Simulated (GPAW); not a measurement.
# ZnAg (Pm-3m): the Zn K absorption edge

Aim: the near-edge shape at the Zn K edge of ZnAg (Pm-3m), and what the core hole does to it.

Program: GPAW 26.7.0. Level of theory: X-ray absorption from dipole matrix elements to empty bands, plane-wave PAW LDA. Results are calculated unless marked as measured.

### Step 1. Set-up

It takes space group Pm-3m (No. 221, cubic). The conventional cell has a = 3.156 Å, b = 3.156 Å, c = 3.156 Å, α = 90.00°, β = 90.00°, γ = 90.00°. Nearest to Ag lie 8 Zn at 2.73 Å. Nearest to Zn lie 8 Ag at 2.73 Å. Farther neighbours are not listed.

Structure file:

```cif
data_structure
_symmetry_space_group_name_H-M 'Pm-3m'
_symmetry_Int_Tables_number 221
_cell_length_a 3.1560
_cell_length_b 3.1560
_cell_length_c 3.1560
_cell_angle_alpha 90.000
_cell_angle_beta 90.000
_cell_angle_gamma 90.000
_cell_volume 31.43
loop_
_atom_site_label
_atom_site_type_symbol
_atom_site_symmetry_multiplicity
_atom_site_Wyckoff_symbol
_atom_site_fract_x
_atom_site_fract_y
_atom_site_fract_z
_atom_site_occupancy
Ag1 Ag 1 a 0.00000 0.00000 0.00000 1
Zn1 Zn 1 b 0.50000 0.50000 0.50000 1
```

### Step 2. Ground state of the crystal

The ground state comes first: it tells whether the system has a gap, which decides how the excited electron is treated.

Contents of scf.py:

```python
import numpy as np
from ase import Atoms
from ase.parallel import parprint, paropen
from gpaw import GPAW, PW, FermiDirac, Mixer, MixerDif, setup_paths
from gpaw.test import gen
setup_paths.insert(0, '.')
gen('Zn', name='nch1s', xcname='LDA', corehole=(1, 0, 0), write_xml=True)
from gpaw.mpi import world
world.barrier()

atoms = Atoms('AgZn',
    cell=[[3.156, 0, 0],
     [0, 3.156, 0],
     [0, 0, 3.156]],
    scaled_positions=[[0, 0, 0],
     [0.5, 0.5, 0.5]],
    pbc=True)
atoms.calc = calc = GPAW(legacy_gpaw=True, mode=PW(430, force_complex_dtype=True), xc='LDA', setups={1: 'nch1s'},
    kpts={'size': (8, 8, 8), 'gamma': True}, occupations=FermiDirac(0.05),
    charge=0, mixer=Mixer(0.1, 5, 50), maxiter=150,
    convergence={'density': 0.0001, 'eigenstates': 1e-6}, txt='scf.txt')
energy = atoms.get_potential_energy() + calc.get_reference_energy()
ef = calc.get_fermi_level()
out = dict(energy=energy, fermi=ef, forces=atoms.get_forces().tolist())
parprint(f'all-electron energy {energy:.4f} eV, Fermi level {ef:.4f} eV')
ev = np.array([[calc.get_eigenvalues(k, s) for k in range(len(calc.get_ibz_k_points()))] for s in range(calc.get_number_of_spins())])
out['homo'], out['lumo'], out['counts'] = ev[ev < ef].max(), ev[ev > ef].min(), sorted(set((ev < ef).sum((0, 2)).tolist()))
out['filled'] = (ev[:, 0] < ef).sum(1).tolist()
import json
with paropen('out.json', 'w') as f:
    json.dump(out, f)
```

Launch:

```
$ OMP_NUM_THREADS=1 mpirun -n 4 gpaw python scf.py
```

Numbers of over 12 decimals in the logs are rounded to 6 here.

What it wrote:

```text
Input parameters:
  convergence: {density: 0.0001,
                eigenstates: 1e-06}
  kpts: {gamma: True,
         size: (8, 8, 8)}
  maxiter: 150
  mixer: {backend: pulay,
          beta: 0.1,
          method: separate,
          nmaxold: 5,
          weight: 50}
  mode: {ecut: 430.0,
         force_complex_dtype: True,
         name: pw}
  occupations: {fixmagmom: False,
                name: fermi-dirac,
                width: 0.05}
  setups: {1: nch1s}

Initialize ...

[... PAW data sets ...]

Reference energy: -193252.433957  # eV

Spin-paired calculation

[... convergence settings ...]
Symmetries present (total): 48
  [... symmetry matrices ...]

512 k-points: 8 x 8 x 8 Monkhorst-Pack grid + [1/16,1/16,1/16]
35 k-points in the irreducible part of the Brillouin zone
       k-points in crystal coordinates                weights
   0:     0.00000000    0.00000000    0.00000000          1/512
   1:     0.12500000    0.00000000    0.00000000          6/512
   2:     0.12500000    0.12500000    0.00000000         12/512
   3:     0.12500000    0.12500000    0.12500000          8/512
   4:     0.25000000    0.00000000    0.00000000          6/512
   5:     0.25000000    0.12500000    0.00000000         24/512
   6:     0.25000000    0.12500000    0.12500000         24/512
   7:     0.25000000    0.25000000    0.00000000         12/512
   8:     0.25000000    0.25000000    0.12500000         24/512
   9:     0.25000000    0.25000000    0.25000000          8/512
          ...
  34:     0.50000000    0.50000000    0.50000000          1/512

Wave functions: Plane wave expansion
  Cutoff energy: 430.000 eV
  Number of coefficients (min, max): 619, 651
  Pulay-stress correction: 0.000000 eV/Ang^3 (de/decut=0.000000)
  Using FFTW library
  Wavefunction extrapolation:
    Improved wavefunction reuse through dual PAW basis

Occupation numbers: Fermi-Dirac:
  width: 0.0500  # eV

Eigensolver
   Davidson(niter=2)

Densities:
  Coarse grid: 16*16*16 grid
  Fine grid: 32*32*32 grid
  Total Charge: 0.000000

Density mixing:
  Method: separate
  Backend: pulay
  Linear mixing parameter: 0.1
  old densities: 5
  Width of damping distribution: 1.1
  Damping of long wavelength oscillations: 50

[... Hamiltonian set-up ...]
Number of atoms: 2
Number of atomic orbitals: 21
Number of bands in calculation: 21
Number of valence electrons: 29
Bands to converge: occupied

... initialized

Initializing position-dependent things.

Density initialized from atomic densities
Creating initial wave functions:
  21 bands from LCAO basis set

Positions:
   0 Ag     0.000000    0.000000    0.000000    ( 0.0000,  0.0000,  0.0000)
   1 Zn     1.578000    1.578000    1.578000    ( 0.0000,  0.0000,  0.0000)

Unit cell:
           periodic     x           y           z      points  spacing
  1. axis:    yes    3.156000    0.000000    0.000000    16     0.1973
  2. axis:    yes    0.000000    3.156000    0.000000    16     0.1973
  3. axis:    yes    0.000000    0.000000    3.156000    16     0.1973

  Lengths:   3.156000   3.156000   3.156000
  Angles:   90.000000  90.000000  90.000000

Effective grid spacing dv^(1/3) = 0.1973

iter:   1    -6.383503
iter:   2    -6.228381   -1.51  -1.47
iter:   3    -5.988594   -1.79  -1.52
iter:   4    -6.013217   -3.09  -1.93
iter:   5    -5.969748   -2.24  -1.95
iter:   6    -5.966695   -4.01  -2.54
iter:   7    -5.957828c  -2.80  -2.92
iter:   8    -5.955268c  -3.70  -3.09
iter:   9    -5.957488c  -3.80  -3.52
iter:  10    -5.955141c  -3.82  -3.37
iter:  11    -5.955145c  -5.44  -4.52c
iter:  12    -5.955146c  -6.90c -4.49c

Converged after 12 iterations.

Dipole moment: (0.000000, 0.000000, 0.000000) |e|*Ang

Energy contributions relative to reference atoms: (reference = -193252.433957)

Kinetic:         -6.538090
Potential:       +6.465197
External:        +0.000000
XC:              -6.052845
Entropy (-ST):   -0.002305
Local:           +0.171745
SIC:             +0.000000
--------------------------
Free energy:     -5.956298
Extrapolated:    -5.955146

Showing only first 2 kpts
 Kpt  Band  Eigenvalues  Occupancy
  0    12      3.34392    2.00000
  0    13      3.34392    2.00000
  0    14     12.85520    0.00000
  0    15     12.85520    0.00000

  1    12      3.20986    2.00000
  1    13      3.32443    2.00000
  1    14     11.09772    0.00000
  1    15     13.28789    0.00000

Fermi level: 7.39848

No gap
No difference between direct/indirect transitions

Forces in eV/Ang:
  0 Ag    0.00000    0.00000    0.00000
  1 Zn   -0.00000    0.00000    0.00000
Scalar-relativistic atomic LDA calculation for Zn (Zinc, Z=30)
Core hole in 1s state (1s occupation: 2.0)
600 radial gridpoints.
|------------------------------------------------|
|------------------------------------------------|
[... the atom generator's iteration count ...]

Energy contributions:
-------------------------
Kinetic:    +1820.136505
XC:           -68.759408
Potential:  -3544.299429
-------------------------
Total:      -1792.922333

state      eigenvalue         ekin         rmax
-----------------------------------------------
1s^2.0 :  -349.206168   449.580746        0.033
2s^2.0 :   -42.473795    85.129008        0.190
2p^6.0 :   -36.877768    83.147768        0.152
3s^2.0 :    -4.724967    18.930386        0.589
3p^6.0 :    -3.060180    16.736648        0.592
3d^10.0:    -0.383140    11.061255        0.564
4s^2.0 :    -0.228494     1.468588        2.078
4p^0.0 :    -0.045217     0.573191        3.031
-----------------------------------------------
(units: Bohr and Hartree)

Generating PAW setup
Kinetic energy of the core from tauc = 1724.019189
Cutoffs:
rc(s)=2.430
rc(p)=2.400
rc(d)=2.230
rc(vbar)=2.260
rc(comp)=2.200
rc(nct)=2.430

Kinetic energy of the core states: 1706.586777
Charge: 0.0
Core electrons: 18.0
Valence electrons: 12.0
Pseudo-core charge: 0.107007
Shape function alpha=2.066
Pseudo-electron charge 3.914685
state    eigenvalue         norm
--------------------------------
4s(2) :    -0.228494     1.130383
*s    :     0.771506
4p(0) :    -0.045217     1.008310
*p    :     0.954783
3d(10):    -0.383140     0.154691
*d    :     0.616860
--------------------------------

Diagonalizing with gridspacing h=0.050

state   all-electron     PAW
-------------------------------
4s:      -0.228494    -0.228671
4p:      -0.045217    -0.045275
3d:      -0.383140    -0.383726
*f:                    0.072913
-------------------------------
all-electron energy -193258.3891 eV, Fermi level 7.3985 eV
```

The job ended after 5.2 s (4 MPI ranks of Intel Xeon Platinum 8488C (Sapphire Rapids), shared host; peak memory 0.17 GiB).

The mesh shows no gap, so the system is treated as a metal and the core electron is put at the Fermi level (neutral cell).

### Step 3. Spectrum without a core hole, Zn atom 2

This cheap baseline ignores the attraction of the hole: it shows the absorber's empty states as they are in the ground state. The data set with a hole of occupation 0 only carries the core orbital.

The absorber has 8 Ag at 2.73 Å and 6 Zn at 3.16 Å (cube and octahedron, as in bcc, site symmetry m-3m).

Contents of xas.py:

```python
import numpy as np
from ase import Atoms
from ase.parallel import parprint, paropen
from gpaw import GPAW, PW, FermiDirac, Mixer, MixerDif, setup_paths
from gpaw.test import gen
setup_paths.insert(0, '.')
gen('Zn', name='nch1s', xcname='LDA', corehole=(1, 0, 0), write_xml=True)
from gpaw.mpi import world
world.barrier()

atoms = Atoms('AgZn',
    cell=[[3.156, 0, 0],
     [0, 3.156, 0],
     [0, 0, 3.156]],
    scaled_positions=[[0, 0, 0],
     [0.5, 0.5, 0.5]],
    pbc=True)
atoms.calc = calc = GPAW(legacy_gpaw=True, mode=PW(430, force_complex_dtype=True), xc='LDA', setups={1: 'nch1s'},
    kpts={'size': (11, 11, 11), 'gamma': True}, occupations=FermiDirac(0.1),
    charge=0, mixer=Mixer(0.1, 5, 50), maxiter=150,
    convergence={'density': 0.0001, 'eigenstates': 1e-6}, txt='scf.txt')
energy = atoms.get_potential_energy() + calc.get_reference_energy()
ef = calc.get_fermi_level()
out = dict(energy=energy, fermi=ef, forces=atoms.get_forces().tolist())
parprint(f'all-electron energy {energy:.4f} eV, Fermi level {ef:.4f} eV')
ev = np.array([[calc.get_eigenvalues(k, s) for k in range(len(calc.get_ibz_k_points()))] for s in range(calc.get_number_of_spins())])
out['homo'], out['lumo'], out['counts'] = ev[ev < ef].max(), ev[ev > ef].min(), sorted(set((ev < ef).sum((0, 2)).tolist()))
out['filled'] = (ev[:, 0] < ef).sum(1).tolist()

from ase.units import Ha
from gpaw.xas import dipole_matrix_elements
nb = int(calc.get_number_of_electrons() / 2) + 22
top = nb
nscf = calc.fixed_density(kpts={'size': (8, 8, 8), 'gamma': True},
    convergence={'eigenstates': 1.0}, txt='nscf.txt')
nscf.diagonalize_full_hamiltonian(nbands=nb)
cell = atoms.cell.array
ops = [cell.T @ U.T @ np.linalg.inv(cell.T) for U in nscf.wfs.kd.symmetry.op_scc]
E = np.arange(-25, 34, 0.1)
fwhm = np.interp(E, [4, 25], [1.67, 3.5])
Y, X, zero, highest = 0, 0, 1e9, 1e9
for spin in range(nscf.get_number_of_spins()):
    wfs = nscf.wfs
    mine = wfs.bd.get_slice()  # this rank's bands
    A = dipole_matrix_elements(wfs.setups[1])
    eps = np.zeros((wfs.kd.nibzkpts, nb))
    d = np.zeros((3, A.shape[1], wfs.kd.nibzkpts, nb), complex)
    for kpt in wfs.kpt_u:
        if kpt.s == spin and 1 in kpt.P_ani:
            eps[kpt.k, mine] = kpt.eps_n * Ha
            d[:, :, kpt.k, mine] = (kpt.weight * wfs.nspins / 2) ** 0.5 * np.inner(A, kpt.P_ani[1])
    world.sum(eps)
    world.sum(d)
    T = np.einsum('amkn,bmkn->abkn', d, d.conj()).real
    T = sum(np.einsum('ai,ijkn,bj->abkn', R, T, R) for R in ops) / len(ops)
    empty = eps > ef
    zero, highest = min(zero, eps[empty].min()), min(highest, eps[:, top - 1].min())
    lines = [(eps, T, empty)] if spin == 0 else lines + [(eps, T, empty)]
for eps, T, empty in lines:
    f = np.einsum('aakn->akn', T).reshape(3, -1)
    x = eps.ravel() - zero
    w = np.interp(x, E, fwhm) / 2.35482
    g = np.exp(-0.5 * ((E[:, None] - x) / w) ** 2) / (w * (2 * np.pi) ** 0.5)
    Y = Y + (f * empty.ravel()) @ g.T
    X = X + (f * ~empty.ravel()) @ g.T
out.update(E=E.round(2).tolist(), xas=Y.tolist(), xes=X.tolist(), zero=zero, valid=highest - zero, nk=len(eps), nb=nb)
for i in range(0, len(E), 10):
    parprint(f'{E[i]:7.2f}', *(f'{v:10.3e}' for v in Y[:, i]))
import json
with paropen('out.json', 'w') as f:
    json.dump(out, f)
```

Launch:

```
$ OMP_NUM_THREADS=1 mpirun -n 4 gpaw python xas.py
```

What it wrote:

```text
Input parameters:
  convergence: {density: 0.0001,
                eigenstates: 1e-06}
  kpts: {gamma: True,
         size: (11, 11, 11)}
  maxiter: 150
  mixer: {backend: pulay,
          beta: 0.1,
          method: separate,
          nmaxold: 5,
          weight: 50}
  mode: {ecut: 430.0,
         force_complex_dtype: True,
         name: pw}
  occupations: {fixmagmom: False,
                name: fermi-dirac,
[...]
*d    :     0.616860
--------------------------------

Diagonalizing with gridspacing h=0.050

state   all-electron     PAW
-------------------------------
4s:      -0.228494    -0.228671
4p:      -0.045217    -0.045275
3d:      -0.383140    -0.383726
*f:                    0.072913
-------------------------------
all-electron energy -193258.3772 eV, Fermi level 7.5655 eV
[...]
32.00  1.623e-07  1.623e-07  1.623e-07
  33.00  1.476e-07  1.476e-07  1.476e-07
[key lines of the parts left out:]
Converged after 11 iterations.
Dipole moment: (-0.000000, 0.000000, -0.000000) |e|*Ang
Free energy:     -5.951102
Fermi level: 7.56549
```

It took 11 s on 4 MPI ranks; peak memory 0.23 GiB; 43 s of CPU time.

The Zn K spectrum, Zn atom 2, no core hole (energy from the lowest empty level; intensity scaled to a mean of 1 over the first 20 eV):

| E (eV) | intensity |
| --- | --- |
| -2.0 | 0.00 |
| -1.4 | 0.02 |
| -0.8 | 0.07 |
| -0.2 | 0.19 |
| 0.4 | 0.34 |
| 1.0 | 0.42 |
| 1.6 | 0.46 |
| 2.2 | 0.51 |
| 2.8 | 0.60 |
| 3.4 | 0.73 |
| 4.0 | 0.90 |
| 4.6 | 1.06 |
| 5.2 | 1.17 |
| 5.8 | 1.27 |
| 6.4 | 1.35 |
| 7.0 | 1.38 |
| 7.6 | 1.36 |
| 8.2 | 1.30 |
| 8.8 | 1.25 |
| 9.4 | 1.23 |
| 10.0 | 1.19 |
| 10.6 | 1.08 |
| 11.2 | 0.99 |
| 11.8 | 1.05 |
| 12.4 | 1.25 |
| 13.0 | 1.42 |
| 13.6 | 1.42 |
| 14.2 | 1.23 |
| 14.8 | 1.03 |
| 15.4 | 0.95 |
| 16.0 | 0.97 |
| 16.6 | 1.00 |
| 17.2 | 0.97 |
| 17.8 | 0.87 |
| 18.4 | 0.78 |
| 19.0 | 0.73 |
| 19.6 | 0.74 |
| 20.2 | 0.79 |
| 20.8 | 0.85 |
| 21.4 | 0.89 |
| 22.0 | 0.90 |
| 22.6 | 0.89 |
| 23.2 | 0.86 |
| 23.8 | 0.86 |
| 24.4 | 0.89 |
| 25.0 | 0.96 |
| 25.6 | 1.04 |
| 26.2 | 1.12 |
| 26.8 | 1.16 |
| 27.4 | 1.17 |
| 28.0 | 1.15 |
| 28.6 | 1.14 |
| 29.2 | 1.13 |
| 29.8 | 1.12 |
| 30.4 | 1.12 |
| 31.0 | 1.09 |
| 31.6 | 1.05 |

Main maxima below 30 eV (height): 7.2 eV (1.38), 13.2 eV (1.45), 16.6 eV (1.00), 21.8 eV (0.90) and 27.2 eV (1.17). A K edge sees empty p states on the absorber.

The same matrix elements for filled bands give the Zn K emission of Zn atom 2 (ground-state approximation; energy from the lowest empty level, largest value 1):

| E (eV) | emission |
| --- | --- |
| -24.00 | 0.00 |
| -23.25 | 0.00 |
| -22.50 | 0.00 |
| -21.75 | 0.00 |
| -21.00 | 0.00 |
| -20.25 | 0.00 |
| -19.50 | 0.00 |
| -18.75 | 0.00 |
| -18.00 | 0.00 |
| -17.25 | 0.00 |
| -16.50 | 0.00 |
| -15.75 | 0.00 |
| -15.00 | 0.00 |
| -14.25 | 0.00 |
| -13.50 | 0.00 |
| -12.75 | 0.00 |
| -12.00 | 0.00 |
| -11.25 | 0.00 |
| -10.50 | 0.00 |
| -9.75 | 0.02 |
| -9.00 | 0.09 |
| -8.25 | 0.21 |
| -7.50 | 0.33 |
| -6.75 | 0.56 |
| -6.00 | 0.82 |
| -5.25 | 0.74 |
| -4.50 | 0.47 |
| -3.75 | 0.41 |
| -3.00 | 0.60 |
| -2.25 | 0.86 |
| -1.50 | 1.00 |
| -0.75 | 0.82 |
| 0.00 | 0.35 |
| 0.75 | 0.06 |
| 1.50 | 0.00 |
| 2.25 | 0.00 |
| 3.00 | 0.00 |

Emission maxima: -5.8 eV (0.84) and -1.4 eV (1.00).

### Step 4. Supercell without a hole, the energy reference

The photon energy needs a difference of total energies, so the cell and mesh of the coming hole run are first run without a hole.

Changes to scf.py since step 2:

```diff
@@ -10,11 +10,17 @@
 
-atoms = Atoms('AgZn',
-    cell=[[3.156, 0, 0],
-     [0, 3.156, 0],
-     [0, 0, 3.156]],
+atoms = Atoms('Ag4Zn4',
+    cell=[[3.156, 3.156, 3.156],
+     [-3.156, 3.156, -3.156],
+     [-3.156, -3.156, 3.156]],
     scaled_positions=[[0, 0, 0],
-     [0.5, 0.5, 0.5]],
+     [0, 0.5, 0.5],
+     [0.5, 0, 0.5],
+     [0.5, 0.5, 0],
+     [0.5, 0, 0],
+     [0.5, 0.5, 0.5],
+     [0, 0, 0.5],
+     [0, 0.5, 0]],
     pbc=True)
-atoms.calc = calc = GPAW(legacy_gpaw=True, mode=PW(430, force_complex_dtype=True), xc='LDA', setups={1: 'nch1s'},
-    kpts={'size': (8, 8, 8), 'gamma': True}, occupations=FermiDirac(0.05),
+atoms.calc = calc = GPAW(legacy_gpaw=True, mode=PW(430, force_complex_dtype=True), xc='LDA', setups={4: 'nch1s'},
+    kpts={'size': (6, 6, 6), 'gamma': True}, occupations=FermiDirac(0.1),
     charge=0, mixer=Mixer(0.1, 5, 50), maxiter=150,
```

Launch:

```
$ OMP_NUM_THREADS=1 mpirun -n 4 gpaw python scf.py
```

What it wrote:

```text
Input parameters:
  convergence: {density: 0.0001,
                eigenstates: 1e-06}
  kpts: {gamma: True,
         size: (6, 6, 6)}
  maxiter: 150
  mixer: {backend: pulay,
          beta: 0.1,
          method: separate,
          nmaxold: 5,
          weight: 50}
  mode: {ecut: 430.0,
         force_complex_dtype: True,
         name: pw}
  occupations: {fixmagmom: False,
                name: fermi-dirac,
[...]
*s    :     0.771506
4p(0) :    -0.045217     1.008310
*p    :     0.954783
3d(10):    -0.383140     0.154691
*d    :     0.616860
--------------------------------

Diagonalizing with gridspacing h=0.050

state   all-electron     PAW
-------------------------------
4s:      -0.228494    -0.228671
4p:      -0.045217    -0.045275
3d:      -0.383140    -0.383726
*f:                    0.072913
-------------------------------
all-electron energy -773033.4266 eV, Fermi level 7.5965 eV
[key lines of the parts left out:]
Converged after 13 iterations.
Dipole moment: (0.000000, -0.000000, -0.000000) |e|*Ang
Free energy:    -23.733807
Fermi level: 7.59652
```

The job ended after 34 s (4 MPI ranks; peak memory 0.26 GiB; 2.2 min of CPU time).

Reference energy: -773033.427 eV with the cores included.

(Continued in part 2 of 3.)

[Banner, clock and machine lines of the logs are left out without a mark of their own.]

[Logs are printed without paths, hosts, clocks, repeated set-up lines and the standing remarks that a program may print on its own settings, such as how far it seeks lower states.]

[Hosts, paths, dates, database ids (printed as entryN), source tags and the programs' standing remarks are cut or masked in the printed files.]

[Lists of maxima count a maximum above −3 eV only where it reaches 4 % of the highest in the window and stands out from its surroundings by 2 % of it (1.5 % where it reaches 55 %); shoulders and weaker maxima are passed over, and of the rest the first, up to two pre-edge ones and the few strongest are named.]
